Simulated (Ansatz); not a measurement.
# Molecular dynamics of amorphous Hg30Se17S13 (60 atoms)

Wanted: a short trajectory of amorphous Hg30Se17S13 (60 atoms) with its pair distributions.

Main program and level: Ansatz 0.2.0; Kohn-Sham DFT, PBE, PAW (set soft_2, large core), plane waves.

### Step 1. Starting point

The cell holds 60 atoms: 30 Hg, 17 Se and 13 S. Cell: a = 11.949 Å, b = 11.949 Å, c = 11.949 Å, α = 90.0°, β = 90.0°, γ = 90.0°. 60 atoms (30 Hg, 17 Se, 13 S) placed at random at 7.57 g/cm³, melted at 2500 K for 10 ps at fixed volume with the Stillinger-Weber II-VI potential (Zhou et al., Phys. Rev. B 88, 085309 (2013)). Quenched from 2500 K to 300 K at 200 K/ps and fixed volume, held 5 ps.

Limits known from the start: The quench rate of 200 K/ps is many orders above laboratory rates, so the cell is likely richer in defects and strain than a real sample. The starting topology of bonds comes from the classical model, and needn't be the one that DFT or experiment would give. The Brillouin zone is sampled at Γ only, in a cell whose shortest periodic width is 12 Å. The levels lack spin–orbit coupling, which is large for the heavy elements here.

### Step 2. Single point at the start

The forces at the start show how far the geometry lies from a minimum of this functional.

input.yaml

```yaml
crystal:
  lattice:
    - [11.9488, 0.0, 0.0]
    - [0.0, 11.9488, 0.0]
    - [0.0, 0.0, 11.9488]
  atoms:
    - { symbol: Hg, position: [0.35365, 0.54085, 0.75434] }
    - { symbol: Hg, position: [0.86948, 0.50681, 0.24636] }
    - { symbol: Hg, position: [0.05434, 0.87798, 0.22699] }
    - { symbol: Hg, position: [0.22156, 0.6706, 0.43929] }
    [... 50 atom lines left out ...]
    - { symbol: S, position: [0.03353, 0.68497, 0.13602] }
    - { symbol: S, position: [0.79388, 0.67095, 0.08765] }
    - { symbol: S, position: [0.14476, 0.4581, 0.20655] }
    - { symbol: S, position: [0.94691, 0.3647, 0.08757] }
    - { symbol: S, position: [0.01531, 0.58137, 0.40865] }
    - { symbol: S, position: [0.61876, 0.01137, 0.00812] }
kpoints:
  mp_grid: { grid: [1, 1, 1] }
hamiltonian:
  xc: pbe
  pseudopotentials: { kind: paw, core: large }
scf:
  occupations: { method: gaussian, width: 0.025 }
output:
  forces: true
```

On the command line:

```sh
ansatz run input.yaml --threads 4 --pin off --max-ram 8192MiB --backend cpu --events-out ev --progress --plain --runs-dir out
```

Wall time 16 s (4 threads of Arm Neoverse V2, shared host); peak memory 1.8 GiB.

The program notes that potentials were chosen by core size.

The run gave:

```
free energy            : -385808.3635 eV
free energy per atom   : -6430.1394 eV/atom
SCF cycles             : 14
r.m.s. force component : 0.4263 eV/Å
longest force          : 1.461 eV/Å
Fermi energy           : 6.115 eV
```

The r.m.s. force component of 0.43 eV/Å sets the starting point.

Neighbours are counted within 3.35 Å (Hg-Se), 3.15 Å (Hg-S).

Length of the force by element and coordination:

| element | coordination | atoms | mean length of the force (eV/Å) | spread | least | most |
| --- | --- | --- | --- | --- | --- | --- |
| Hg | all | 30 | 0.550 | 0.280 | 0.155 | 1.46 |
| Hg | 2 | 2 | 0.903 | 0.558 | 0.345 | 1.46 |
| Hg | 3 | 10 | 0.564 | 0.274 | 0.155 | 0.917 |
| Hg | 4 | 15 | 0.485 | 0.202 | 0.190 | 0.947 |
| Hg | 5 | 3 | 0.588 | 0.131 | 0.418 | 0.736 |
| S | all | 13 | 0.677 | 0.329 | 0.316 | 1.45 |
| S | 2 | 4 | 0.756 | 0.423 | 0.322 | 1.45 |
| S | 3 | 5 | 0.595 | 0.275 | 0.340 | 1.08 |
| S | 4 | 2 | 0.645 | 0.329 | 0.316 | 0.974 |
| S | 5 | 1 | 0.866 | 0 | 0.866 | 0.866 |
| S | 6 | 1 | 0.648 | 0 | 0.648 | 0.648 |
| Se | all | 17 | 0.818 | 0.387 | 0.053 | 1.45 |
| Se | 2 | 3 | 0.866 | 0.157 | 0.735 | 1.09 |
| Se | 3 | 3 | 0.716 | 0.286 | 0.403 | 1.09 |
| Se | 4 | 3 | 0.733 | 0.539 | 0.053 | 1.37 |
| Se | 5 | 8 | 0.871 | 0.398 | 0.287 | 1.45 |

### Step 3. Dynamics started at 300 K

Without a thermostat the total energy must stay constant, which tests forces and time step. The time step is 2.0 fs.

input.yaml, as its differences from that of step 2:

```diff
@@ -16 +16,8 @@
   forces: true
+md:
+  timestep: 2.0
+  n_steps: 200
+  ensemble: nve
+  temperature: 300
+  initial_velocities: maxwell_boltzmann
+  seed: 8687
```

The job ended after 26 min (4 threads; peak memory 2 GiB).

The program notes that it switched symmetry off.

Rows from the run:

| time (fs) | T (K) | potential (meV/atom) | conserved (meV/atom) |
| --- | --- | --- | --- |
| 0.0 | 300 | 0.0 | 0.00 |
| 26.0 | 420 | -15.3 | -0.01 |
| 54.0 | 617 | -40.3 | -0.02 |
| 80.0 | 769 | -59.6 | -0.01 |
| 106.0 | 912 | -77.8 | -0.05 |
| 134.0 | 858 | -71.0 | -0.06 |
| 160.0 | 853 | -70.3 | -0.03 |
| 186.0 | 860 | -71.2 | -0.07 |
| 214.0 | 841 | -68.8 | -0.02 |
| 240.0 | 972 | -85.5 | -0.06 |
| 266.0 | 909 | -77.4 | -0.06 |
| 294.0 | 801 | -63.7 | -0.01 |
| 320.0 | 906 | -77.1 | -0.03 |
| 346.0 | 961 | -84.1 | -0.04 |
| 374.0 | 903 | -76.7 | 0.00 |
| 400.0 | 913 | -78.0 | -0.02 |

Mean square displacement from the first frame to the last: Hg 0.65 Å², Se 0.60 Å², S 0.60 Å².

Table of mean square displacement by time lag:

| time lag (fs) | Hg (Å²) | S (Å²) | Se (Å²) |
| --- | --- | --- | --- |
| 2.0 | 3.3e-5 | 3.5e-4 | 1.0e-4 |
| 10.0 | 8.3e-4 | 0.00868 | 0.00260 |
| 18.0 | 0.00270 | 0.0269 | 0.00837 |
| 26.0 | 0.00560 | 0.0525 | 0.0173 |
| 42.0 | 0.0144 | 0.115 | 0.0431 |
| 50.0 | 0.0202 | 0.148 | 0.0591 |
| 58.0 | 0.0268 | 0.179 | 0.0765 |
| 68.0 | 0.0362 | 0.216 | 0.0994 |
| 76.0 | 0.0446 | 0.242 | 0.118 |
| 84.0 | 0.0537 | 0.266 | 0.136 |
| 92.0 | 0.0635 | 0.288 | 0.153 |
| 108.0 | 0.0848 | 0.326 | 0.184 |
| 116.0 | 0.0962 | 0.342 | 0.198 |
| 124.0 | 0.108 | 0.355 | 0.210 |
| 134.0 | 0.124 | 0.370 | 0.224 |
| 142.0 | 0.137 | 0.382 | 0.234 |
| 150.0 | 0.150 | 0.394 | 0.244 |
| 158.0 | 0.164 | 0.408 | 0.253 |
| 174.0 | 0.192 | 0.439 | 0.272 |
| 182.0 | 0.207 | 0.455 | 0.282 |
| 190.0 | 0.222 | 0.471 | 0.293 |
| 200.0 | 0.240 | 0.489 | 0.307 |

Over the second half of 400 fs the temperature averages 910 K with swings of 61 K r.m.s. The conserved energy stays within 0.16 meV/atom. From first frame to last Hg has the largest mean square displacement, 0.65 Å² at the end; the farthest move is 1.49 Å. The mean temperature of 910 K lies well off the 300 K of the input: without a thermostat, the energy that the start releases heats the cell. The run spans 0.40 ps, too short for its means to be equilibrium values.

### Step 4. Distances and neighbours late in the run

The g(r) is a mean over the second half; what follows it is taken at the last frame.

Bonds before and after, by the cutoffs listed below:

| pair | bonds before | bonds after | mean before (Å) | mean after (Å) | spread before (Å) | spread after (Å) |
| --- | --- | --- | --- | --- | --- | --- |
| Hg-Se | 64 | 57 | 2.789 | 2.820 | 0.142 | 0.181 |

Density 7.57 g/cm³, 28.43 Å³ an atom.

Mean of 14 frames. Pair distribution functions g(r), in bins of 0.2 Å:

| r (Å) | total | Hg-Hg | Hg-Se | Hg-S | Se-Se | Se-S | S-S |
| --- | --- | --- | --- | --- | --- | --- | --- |
| 1.80 | 0.05 | 0.00 | 0.00 | 0.00 | 0.00 | 0.00 | 1.01 |
| 2.00 | 0.03 | 0.00 | 0.00 | 0.00 | 0.00 | 0.00 | 0.56 |
| 2.20 | 0.14 | 0.00 | 0.02 | 0.38 | 0.20 | 0.00 | 0.85 |
| 2.40 | 0.80 | 0.00 | 0.63 | 2.38 | 0.68 | 0.00 | 1.00 |
| 2.60 | 1.73 | 0.15 | 3.23 | 3.38 | 0.53 | 0.00 | 0.09 |
| 2.80 | 1.66 | 0.45 | 3.49 | 1.86 | 1.30 | 0.00 | 0.95 |
| 3.00 | 0.96 | 0.43 | 1.75 | 1.12 | 0.84 | 0.00 | 0.97 |
| 3.20 | 0.78 | 0.72 | 0.79 | 0.90 | 1.19 | 0.12 | 1.34 |
| 3.40 | 0.66 | 0.94 | 0.63 | 0.56 | 0.64 | 0.08 | 1.44 |
| 3.60 | 1.04 | 1.76 | 0.71 | 0.88 | 0.96 | 0.46 | 1.55 |
| 3.80 | 1.17 | 1.64 | 0.93 | 1.08 | 0.96 | 0.88 | 1.76 |
| 4.00 | 1.17 | 1.35 | 0.94 | 0.92 | 1.43 | 1.50 | 1.44 |
| 4.20 | 1.02 | 0.92 | 0.70 | 0.83 | 1.88 | 1.33 | 1.96 |
| 4.40 | 1.18 | 1.36 | 0.95 | 0.85 | 1.21 | 1.54 | 2.04 |
| 4.60 | 1.09 | 1.13 | 0.86 | 0.91 | 1.23 | 1.65 | 1.39 |
| 4.80 | 1.01 | 1.02 | 0.68 | 0.97 | 1.37 | 1.44 | 1.40 |
| 5.00 | 0.95 | 0.82 | 0.86 | 0.95 | 1.27 | 1.17 | 1.13 |
| 5.20 | 0.94 | 1.05 | 0.92 | 0.80 | 1.16 | 0.87 | 0.92 |
| 5.40 | 0.93 | 1.01 | 1.10 | 0.83 | 0.68 | 0.62 | 1.08 |
| 5.60 | 0.98 | 0.96 | 1.06 | 0.98 | 1.08 | 0.82 | 0.73 |
| 5.80 | 1.01 | 1.02 | 1.19 | 1.05 | 0.66 | 0.88 | 0.63 |

Bonds by pair of elements; cutoffs follow the first minimum of g(r), held within bounds set by covalent radii, and pairs that aren't listed don't count as bonded:

| pair A-B | cutoff (Å) | bonds | mean length (Å) | spread (Å) | shortest (Å) | B about A | A about B |
| --- | --- | --- | --- | --- | --- | --- | --- |
| Hg-Se | 3.23 | 57 | 2.82 | 0.181 | 2.46 | 1.9 | 3.35 |
| Hg-S | 3.15 | 38 | 2.68 | 0.248 | 2.29 | 1.27 | 2.92 |
| Se-Se | 2.71 | 1 | 2.48 | 0 | 2.48 | 0.118 | 0.118 |
| S-S | 2.37 | 1 | 2.34 | 0 | 2.34 | 0.154 | 0.154 |

The cutoff for Hg-S falls short of the minimum of g(r), so counts run low and odd coordinations can be artefacts.

How many atoms have how many bonded neighbours:

| element | mean | 1 | 2 | 3 | 4 | 5 | 6 |
| --- | --- | --- | --- | --- | --- | --- | --- |
| Hg | 3.17 | 0 | 6 | 14 | 9 | 1 | 0 |
| S | 3.08 | 1 | 2 | 7 | 2 | 0 | 1 |
| Se | 3.47 | 0 | 3 | 6 | 5 | 3 | 0 |

Bond angles (no mean is given where the spread exceeds 20°):

| angle | count | mean (°) | spread (°) |
| --- | --- | --- | --- |
| Hg-Se-Hg | 77 | - | - |
| S-Hg-Se | 62 | - | - |
| Hg-S-Hg | 46 | - | - |
| Se-Hg-Se | 39 | - | - |
| S-Hg-S | 11 | - | - |

Bond length by coordination (bonds to H left out):

| element | coordination | atoms | mean bond length (Å) |
| --- | --- | --- | --- |
| Hg | 2 | 6 | 2.76 |
| Hg | 3 | 14 | 2.73 |
| Hg | 4 | 9 | 2.79 |
| Hg | 5 | 1 | 2.81 |
| S | 1 | 1 | 2.54 |
| S | 2 | 2 | 2.65 |
| S | 3 | 7 | 2.57 |
| S | 4 | 2 | 2.75 |
| S | 6 | 1 | 2.9 |
| Se | 2 | 3 | 2.65 |
| Se | 3 | 6 | 2.76 |
| Se | 4 | 5 | 2.81 |
| Se | 5 | 3 | 2.92 |

Rings of the network by King's shortest-path rule, up to 12 atoms, one path for each pair of neighbours; H, halogens, alkali and alkaline-earth atoms are left out, and the last column divides by all other atoms, bonded or not:

| ring size (atoms) | rings | per network atom |
| --- | --- | --- |
| 4 | 11 | 0.183 |
| 5 | 2 | 0.033 |
| 6 | 15 | 0.25 |
| 7 | 1 | 0.017 |
| 8 | 31 | 0.517 |
| 9 | 6 | 0.1 |
| 10 | 19 | 0.317 |
| 11 | 2 | 0.033 |
| 12 | 5 | 0.083 |

Rings of 8 atoms are the most common (34 % of those counted); sizes run from 4 to 12, where the search stops.

### Step 5. Single point at the last frame

The last frame is solved once more, with the analyses that the dynamics left out.

input.yaml

```yaml
crystal:
  lattice:
    - [11.9488, 0.0, 0.0]
    - [0.0, 11.9488, 0.0]
    - [0.0, 0.0, 11.9488]
  atoms:
    - { symbol: Hg, position: [0.35056, 0.58476, 0.77374] }
    - { symbol: Hg, position: [0.89302, 0.47046, 0.23759] }
    - { symbol: Hg, position: [0.02355, 0.89756, 0.26184] }
    - { symbol: Hg, position: [0.22837, 0.67987, 0.39286] }
    [... 50 atom lines left out ...]
    - { symbol: S, position: [0.06434, 0.71691, 0.12087] }
    - { symbol: S, position: [0.87339, 0.67989, 0.10065] }
    - { symbol: S, position: [0.18019, 0.49298, 0.21675] }
    - { symbol: S, position: [0.01929, 0.31912, 0.1638] }
    - { symbol: S, position: [0.02784, 0.60967, 0.42227] }
    - { symbol: S, position: [0.55426, 0.94347, 0.06968] }
kpoints:
  mp_grid: { grid: [1, 1, 1] }
hamiltonian:
  xc: pbe
  pseudopotentials: { kind: paw, core: large }
scf:
  occupations: { method: gaussian, width: 0.025 }
output:
  forces: true
  stress: true
  populations: true
  dos:
    method: { smearing: { sigma: 0.08 } }
    de: 0.1
    projected: { site_lists: { Hg: [Hg], S: [S], Se: [Se] } }
  eigenvalues: true
  write_density: true
  write_potential: true
  volumetric_format: npy
```

Elapsed: 25 s, on 4 threads; peak memory 1.8 GiB; 96 s of CPU time.

The run gave:

* free energy: -385813.0418 eV
* free energy per atom: -6430.2174 eV/atom
* SCF cycles: 15
* pressure: 0.1913 GPa
* r.m.s. force component: 0.6183 eV/Å
* longest force: 2.512 eV/Å
* Fermi energy: 6.212 eV
* gap (highest filled to lowest empty level): 0.3574 eV
* spilling of the projection: 0.01027

Length of the force by element:

| element | coordination | atoms | mean length of the force (eV/Å) | spread | least | most |
| --- | --- | --- | --- | --- | --- | --- |
| Hg | all | 30 | 0.729 | 0.487 | 0.105 | 2.19 |
| S | all | 13 | 1.33 | 0.595 | 0.448 | 2.51 |
| Se | all | 17 | 0.936 | 0.426 | 0.235 | 1.65 |

Löwdin charges by element (they lack the spilled electrons, 0.092 e an atom on average):

| element | coordination | atoms | mean charge (e) | spread | least | most |
| --- | --- | --- | --- | --- | --- | --- |
| Hg | all | 30 | 0.836 | 0.183 | 0.240 | 1.05 |
| S | all | 13 | -0.643 | 0.182 | -0.941 | -0.322 |
| Se | all | 17 | -0.657 | 0.197 | -0.942 | -0.253 |

States in the cell by windows of 1 eV, zero at the Fermi level; the larger projections on atomic orbitals stand beside the total:

| from (eV) | to (eV) | total | Hg d | Se p | S p | Hg s | Se s |
| --- | --- | --- | --- | --- | --- | --- | --- |
| -14 | -13 | 19.2 | 1.1 | 0.2 | 0.3 | 1.6 | 7.1 |
| -13 | -12 | 27.9 | 1.4 | 0.4 | 0.1 | 1.2 | 17.2 |
| -12 | -11 | 7.8 | 0.4 | 0.1 | 0.3 | 0.3 | 2.2 |
| -11 | -9 | 0.0 | 0.0 | 0.0 | 0.0 | 0.0 | 0.0 |
| -9 | -8 | 2.0 | 1.4 | 0.1 | 0.4 | 0.1 | 0.0 |
| -8 | -7 | 86.0 | 74.8 | 4.0 | 4.2 | 2.0 | 0.4 |
| -7 | -6 | 200.2 | 189.8 | 3.8 | 2.8 | 1.9 | 0.9 |
| -6 | -5 | 27.0 | 15.2 | 3.3 | 2.2 | 5.5 | 0.3 |
| -5 | -4 | 31.3 | 5.1 | 8.3 | 6.6 | 9.7 | 0.6 |
| -4 | -3 | 29.6 | 2.6 | 10.3 | 9.1 | 6.1 | 0.5 |
| -3 | -2 | 38.0 | 2.6 | 16.4 | 14.2 | 3.0 | 0.3 |
| -2 | -1 | 41.8 | 2.4 | 21.3 | 13.9 | 2.2 | 0.2 |
| -1 | 0 | 24.2 | 1.1 | 11.6 | 6.9 | 3.2 | 0.2 |
| 0 | 1 | 19.3 | 0.5 | 6.3 | 4.8 | 5.6 | 0.2 |
| 1 | 2 | 29.9 | 0.6 | 8.2 | 7.2 | 9.8 | 0.3 |
| 2 | 3 | 18.3 | 0.2 | 3.4 | 2.0 | 4.2 | 0.1 |
| 3 | 4 | 23.9 | 0.1 | 1.2 | 0.7 | 1.1 | 0.0 |

The curve was stored every 0.100 eV, coarse against its broadening of 0.08 eV, so these counts are rough.

Between -15 and -14 eV lie 5 more states.

The levels nearest the highest filled one (over half full), pooled over k-points and spins:

| level less the highest filled one (eV) | occupation |
| --- | --- |
| -0.295 | 2 |
| -0.266 | 2 |
| -0.216 | 2 |
| -0.178 | 2 |
| -0.0074 | 2 |
| 0 | 2 |
| 0.357 | 0 |
| 0.396 | 0 |
| 0.443 | 0 |
| 0.576 | 0 |
| 0.628 | 0 |
| 0.865 | 0 |

Mean Löwdin charges: Hg +0.84, S -0.64, Se -0.66 e (they miss 1.0 % of the electrons, so they add up to more than the cell's charge).

### Step 6. What came out

| Item | Value |
| --- | --- |
| mean temperature, second half | 910.3 K |
| temperature swing, second half | 60.58 K |
| slope of the conserved energy against time, by least squares | -0.0994 meV/atom/ps |
| free energy per atom | -6430.2174 eV/atom |
| pressure | 0.1913 GPa |
| r.m.s. force component | 0.6183 eV/Å |
| gap (highest filled to lowest empty level) | 0.3574 eV |
| wall time of the 3 DFT runs | 27 min |

In words: Over the second half of 400 fs the temperature averages 910 K with swings of 61 K r.m.s. The conserved energy stays within 0.16 meV/atom. The mean temperature of 910 K lies well off the 300 K of the input: without a thermostat, the energy that the start releases heats the cell. The run spans 0.40 ps, too short for its means to be equilibrium values. Filled and empty levels are parted by 0.357 eV (at Γ alone); a semilocal functional tends to put such gaps too low. In a disordered cell it changes from sample to sample, and tail or defect levels can set it.

**Limits.** The pressure of a single frame lacks the kinetic term, about 0.44 GPa here.

[Logs are printed without paths, hosts, clocks, repeated set-up lines and the standing remarks that a program may print on its own settings, such as how far it seeks lower states.]

[Hosts, paths, dates, database ids (printed as entryN), source tags and the programs' standing remarks are cut or masked in the printed files.]
